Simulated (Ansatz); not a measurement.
# InAs wire along [111], 26 atoms a period, H-terminated: bands by functional, part 2 of 2

Aim: is the InAs wire along [111], 26 atoms a period, H-terminated a metal or a semiconductor?

Ansatz 0.2.0; DFT PBE, plane waves, PAW; relaxation of a wire's period; PAW set soft_1 (the session's first sound run).

So far. Step 2 (Relaxing the period): The cell's length comes to 10.639 Å with spin left out.

## Step 3: Bands of the perfect wire

This step: DFT PBE, plane waves, PAW; bands of a perfect wire; PAW set soft_1 (Ansatz 0.2.0).

At the relaxed period the bands are computed along the axis; those that cross an energy going forward count the channels that a perfect wire would open there.

File input.yaml:

```yaml
crystal:
  lattice:
    - [18.461, 0.0, 0.0]
    - [0.0, 17.521, 0.0]
    - [0.0, 0.0, 10.6392491079]
  atoms:
    - { symbol: In, position: [0.38498783, 0.436302332, 0.009485014] }
    - { symbol: In, position: [0.61501217, 0.436302332, 0.009485014] }
    - { symbol: As, position: [0.391414519, 0.44008628, 0.258217342] }
    - { symbol: As, position: [0.5, 0.638247277, 0.258201245] }
    - { symbol: As, position: [0.608585481, 0.44008628, 0.258217342] }
    - { symbol: H, position: [0.299905156, 0.627802694, 0.269613139] }
    - { symbol: H, position: [0.5, 0.262601789, 0.269699908] }
    - { symbol: H, position: [0.700094844, 0.627802694, 0.269613139] }
    - { symbol: H, position: [0.322134887, 0.397857916, 0.293595253] }
    - { symbol: H, position: [0.5, 0.722547838, 0.293756825] }
    - { symbol: H, position: [0.677865113, 0.397857916, 0.293595253] }
    - { symbol: In, position: [0.372445208, 0.583754894, 0.345719826] }
    - { symbol: In, position: [0.5, 0.350906607, 0.345555731] }
    - { symbol: In, position: [0.627554792, 0.583754894, 0.345719826] }
    - { symbol: As, position: [0.377424877, 0.580722429, 0.593854351] }
    - { symbol: As, position: [0.5, 0.357055673, 0.593694757] }
    - { symbol: As, position: [0.622575123, 0.580722429, 0.593854351] }
    - { symbol: H, position: [0.184112344, 0.594909137, 0.638105264] }
    - { symbol: H, position: [0.236731723, 0.426957591, 0.597062819] }
    - { symbol: H, position: [0.303388695, 0.305738917, 0.596433191] }
    - { symbol: H, position: [0.269191341, 0.749999488, 0.637992393] }
    - { symbol: H, position: [0.41477624, 0.173554804, 0.638142075] }
    - { symbol: H, position: [0.43369254, 0.785720838, 0.596712111] }
    - { symbol: H, position: [0.56630746, 0.785720838, 0.596712111] }
    - { symbol: H, position: [0.58522376, 0.173554804, 0.638142075] }
    - { symbol: H, position: [0.730808659, 0.749999488, 0.637992393] }
    - { symbol: H, position: [0.696611305, 0.305738917, 0.596433191] }
    - { symbol: H, position: [0.763268277, 0.426957591, 0.597062819] }
    - { symbol: H, position: [0.815887656, 0.594909137, 0.638105264] }
    - { symbol: In, position: [0.246075524, 0.520832507, 0.644651927] }
    - { symbol: In, position: [0.385043103, 0.267229377, 0.644653493] }
    - { symbol: In, position: [0.361080626, 0.730608046, 0.644618948] }
    - { symbol: In, position: [0.5, 0.506186676, 0.654844733] }
    - { symbol: In, position: [0.638919374, 0.730608046, 0.644618948] }
    - { symbol: In, position: [0.614956897, 0.267229377, 0.644653493] }
    - { symbol: In, position: [0.753924476, 0.520832507, 0.644651927] }
    - { symbol: As, position: [0.267703919, 0.49999343, 0.902725619] }
    - { symbol: As, position: [0.378667998, 0.297377161, 0.902729464] }
    - { symbol: As, position: [0.388948499, 0.721313923, 0.902739865] }
    - { symbol: As, position: [0.5, 0.506240952, 0.911911974] }
    - { symbol: As, position: [0.611051501, 0.721313923, 0.902739865] }
    - { symbol: As, position: [0.621332002, 0.297377161, 0.902729464] }
    - { symbol: As, position: [0.732296081, 0.49999343, 0.902725619] }
    - { symbol: H, position: [0.205179609, 0.458008205, 0.96561412] }
    - { symbol: H, position: [0.257727394, 0.573493319, 0.976858282] }
    - { symbol: H, position: [0.312895547, 0.261245832, 0.965525048] }
    - { symbol: H, position: [0.32359944, 0.693599647, 0.976956255] }
    - { symbol: H, position: [0.392155654, 0.799380963, 0.965546267] }
    - { symbol: H, position: [0.434105012, 0.25155768, 0.976926908] }
    - { symbol: H, position: [0.565894988, 0.25155768, 0.976926908] }
    - { symbol: H, position: [0.607844346, 0.799380963, 0.965546267] }
    - { symbol: H, position: [0.67640056, 0.693599647, 0.976956255] }
    - { symbol: H, position: [0.687104453, 0.261245832, 0.965525048] }
    - { symbol: H, position: [0.742272606, 0.573493319, 0.976858282] }
    - { symbol: H, position: [0.794820391, 0.458008205, 0.96561412] }
    - { symbol: In, position: [0.5, 0.646216558, 0.009448049] }
kpoints:
  mp_grid: { grid: [1, 1, 8] }
  band_path: { path: ["Γ", Z], npoints: 90 }
scf:
  occupations: { method: fermi_dirac, width: 0.05 }
hamiltonian:
  xc: pbe
  pseudopotentials: { kind: paw, azcp: { folder: soft_1 } }
output:
  dos: { e_range: [-5, 4] }
  write_potential: true
  write_density: true
  volumetric_format: npy
```

Command:

```
ansatz run input.yaml --threads 4 --pin off --max-ram 16384MiB --backend cpu --events-out ev --progress --plain --runs-dir out
```

Numbers of over 12 decimals in the logs are rounded to 6 here.

Log:

```text
[...]
Crystal: 56 atoms, lattice volume = 3441.320 Å³
Basis set: ecut = 420 eV, 67253 PW (Γ)
Bands: 253, of which v1, the nominal top of the filled ones, is band 197 counted from 1 (196 counted from 0)
Symmetry: 2 space group operations
[...]
k-points: 5 of 8 (time reversal used)
[...]
SCF iter   1: F=—  HF=-136382.847349 eV  |F-HF|=—  |Δ(HF+E_count)|=         —  Δρ=2.88e-2  dr2=3.17e1  ethr=3.10e-3  ⟨swp⟩=6.4  Hψ=5392  notcnv=0  defer=113
[...]
SCF iter  11: F=-136372.788780 eV  HF=-136372.788780 eV  |F-HF|=1.19e-8  |Δ(HF+E_count)|=   2.17e-7  Δρ=8.13e-7  dr2=4.33e-8  ethr=2.54e-11  ⟨swp⟩=15.0  Hψ=6752  notcnv=0
SCF 1 converged in 11 iterations: F = -136372.788780 eV  dr2 = 4.33e-8
[...]
NSCF: frozen V_eff on 91 k-points
WARN: pass on a band path, mesh or list of k-points: the 91 k-points are solved 3 at a time at the most, because the 14.40 GiB of host memory that the pass is priced against does not hold them all with the solver's workspace as planned. The pass can take longer, above all where fewer k-points are solved at a time than the run has threads. As a rule a larger memory budget leaves room for more at once. The budget is what a run with no `--max-ram-frac` typed is planned for, 0.8 of the host's memory or its container's limit. More memory there lifts it, and so does a share over 0.88 that is typed (of such a share the budget is ten elevenths): [rest of the remark cut]
WARN: The output density's exchange-correlation potential varies sharply where the density is thin. Do not read a vacuum level from v_tot or v_xc, or from such a field of the output density. On a cell that repeats whose density bears no net charge and no dipole along the vacuum's axis use v_es (v_loc + v_h of the components); under efield.dipole_correction with no amplitude use v_es + v_field, which holds any externa [...]
SCF converged after 11 iterations
Free energy (F): -136372.788780 eV
[...]
Internal energy: -136372.788780 eV  (E = F + TS)
E sigma→0 (E₀):  -136372.788780 eV
Fermi energy:    -1.659989 eV
[...]
--- Band table (eV; the first three rows and the last of 5) ---
  k-point 0: bands = [... 193 lower, -3.0425, -3.0419, -3.0210, -2.7117, -0.5977, -0.2057, 0.1821, 0.1839, ... 52 higher]
  k-point 1: bands = [... 193 lower, -3.0402, -3.0396, -3.0157, -2.7743, -0.5573, -0.1906, 0.1001, 0.1016, ... 52 higher]
  k-point 2: bands = [... 193 lower, -3.0367, -3.0362, -3.0051, -2.9456, -0.4551, -0.1542, -0.0571, -0.0560, ... 52 higher]
  k-point 4: bands = [... 193 lower, -3.1505, -3.0419, -3.0406, -2.9937, -0.2873, -0.2341, -0.2335, -0.0943, ... 52 higher]
```

Run time: 50 min. Hardware: 4 threads of Arm Neoverse V2, shared host; peak memory 12 GiB; 3.3 h of CPU time.

Numbers from this step:

```yaml
band_gap: 2.114 eV
```

The electronic bands at the labelled points (eV, zero at the Fermi level; v1 is the highest filled band, c1 the lowest empty one):

| point | v4 | v3 | v2 | v1 | c1 | c2 | c3 | c4 |
| --- | --- | --- | --- | --- | --- | --- | --- | --- |
| Γ | -1.38 | -1.38 | -1.36 | -1.05 | 1.06 | 1.45 | 1.84 | 1.84 |
| halfway | -1.38 | -1.38 | -1.35 | -1.29 | 1.20 | 1.51 | 1.60 | 1.60 |
| Z | -1.49 | -1.38 | -1.38 | -1.33 | 1.37 | 1.43 | 1.43 | 1.57 |

The gap is 2.11 eV, with spin left out.

On this path the gap is direct, 2.11 eV, with the valence top at Γ and the conduction bottom at Γ.

## Step 4: Levels at the same atoms, cutoff 500 eV, k-mesh 1×1×6

This step: DFT r2SCAN, plane waves, PAW; bands of a perfect wire at the PBE geometry; PAW set soft_1 (Ansatz 0.2.0).

The atoms stay at the PBE geometry and the functional changes. r2SCAN also reads the kinetic-energy density; it often gives larger moments and wider gaps than PBE, at a higher cost. Against the first PBE run of this kind, the cutoff is 500 eV against 420 and the mesh along the wire has 6 points against 8.

Edit input.yaml of step 3 so:

```diff
@@ -63,3 +63,3 @@
 kpoints:
-  mp_grid: { grid: [1, 1, 8] }
+  mp_grid: { grid: [1, 1, 6] }
   band_path: { path: ["Γ", Z], npoints: 90 }
@@ -68,8 +68,3 @@
 hamiltonian:
-  xc: pbe
+  xc: r2scan
   pseudopotentials: { kind: paw, azcp: { folder: soft_1 } }
-output:
-  dos: { e_range: [-5, 4] }
-  write_potential: true
-  write_density: true
-  volumetric_format: npy
```

Log:

```text
[...]
Crystal: 56 atoms, lattice volume = 3441.320 Å³
Basis set: ecut = 500 eV, 87471 PW (Γ), exchange–correlation on 540×512×320 points (64 copies of the dense FFT grid, shifted against one another)
Bands: 253, of which v1, the nominal top of the filled ones, is band 197 counted from 1 (196 counted from 0)
Symmetry: 2 space group operations
[...]
k-points: 4 of 6 (time reversal used)
[...]
SCF iter   1: F=—  HF=-136675.857712 eV  |F-HF|=—  |Δ(HF+E_count)|=         —  Δρ=2.79e-2  dr2=3.00e1  dr2_τ=3.11e-1  ethr=3.10e-3  ⟨swp⟩=6.5  Hψ=4357  notcnv=0  defer=89
[...]
SCF iter  10: F=-136668.858017 eV  HF=-136668.858017 eV  |F-HF|=2.88e-7  |Δ(HF+E_count)|=   2.48e-6  Δρ=1.58e-6  dr2=9.73e-8  dr2_τ=2.87e-9  ethr=2.54e-11  ⟨swp⟩=16.2  Hψ=5943  notcnv=0
SCF 1 converged in 10 iterations: F = -136668.858017 eV  dr2 = 9.73e-8
[...]
SCF converged after 10 iterations
Free energy (F): -136668.858017 eV
[...]
Internal energy: -136668.858017 eV  (E = F + TS)
E sigma→0 (E₀):  -136668.858017 eV
Fermi energy:    -1.679870 eV
[...]
--- Band table (eV) ---
  k-point 0: bands = [... 193 lower, -3.2599, -3.2594, -3.2437, -2.9226, -0.4260, -0.0513, 0.3225, 0.3249, ... 52 higher]
  k-point 1: bands = [... 193 lower, -3.2562, -3.2557, -3.2352, -3.0324, -0.3596, -0.0231, 0.1958, 0.1979, ... 52 higher]
  k-point 2: bands = [... 193 lower, -3.3186, -3.2545, -3.2537, -3.2216, -0.2126, -0.0018, -0.0002, 0.0343, ... 52 higher]
  k-point 3: bands = [... 193 lower, -3.3823, -3.2589, -3.2575, -3.2162, -0.1252, -0.0854, -0.0840, 0.0675, ... 52 higher]
```

Wall time 67 min (4 threads); peak memory 13 GiB; 4.4 h of CPU time.

This step gave:

| Quantity | Value |
| --- | --- |
| band gap | 2.497 eV |

The electronic bands at the labelled points (eV, zero at the Fermi level; v1 is the highest filled band, c1 the lowest empty one):

| point | v4 | v3 | v2 | v1 | c1 | c2 | c3 | c4 |
| --- | --- | --- | --- | --- | --- | --- | --- | --- |
| Γ | -1.58 | -1.58 | -1.56 | -1.24 | 1.25 | 1.63 | 2.00 | 2.00 |
| halfway | -1.57 | -1.57 | -1.55 | -1.48 | 1.39 | 1.69 | 1.77 | 1.77 |
| Z | -1.70 | -1.58 | -1.58 | -1.54 | 1.55 | 1.59 | 1.60 | 1.75 |

The gap is 2.50 eV, against 2.11 eV under PBE at the relaxed period.

## Step 5: Results

| Property | Result |
| --- | --- |
| cell length, PBE | 10.64 Å |
| gap, PBE | 2.11 eV |
| gap, r2SCAN | 2.50 eV |

What this shows: Under PBE the cell's length is 10.64 Å, and a gap of 2.11 eV makes it a semiconductor. At the relaxed period the wire is gapped under every functional, from 2.11 eV (PBE) to 2.50 eV (r2SCAN). Weak screening in one dimension makes quasiparticle gaps larger than the semilocal gaps, as a rule. Plain hydrogen on a compound's surface is a simple closure: it may leave surface states, and facets that end in unlike atoms put a field across the wire, both of which shrink the gap.

[Logs are printed without paths, hosts, clocks, repeated set-up lines and the standing remarks that a program may print on its own settings, such as how far it seeks lower states.]

[Hosts, paths, dates, database ids (printed as entryN), source tags and the programs' standing remarks are cut or masked in the printed files.]
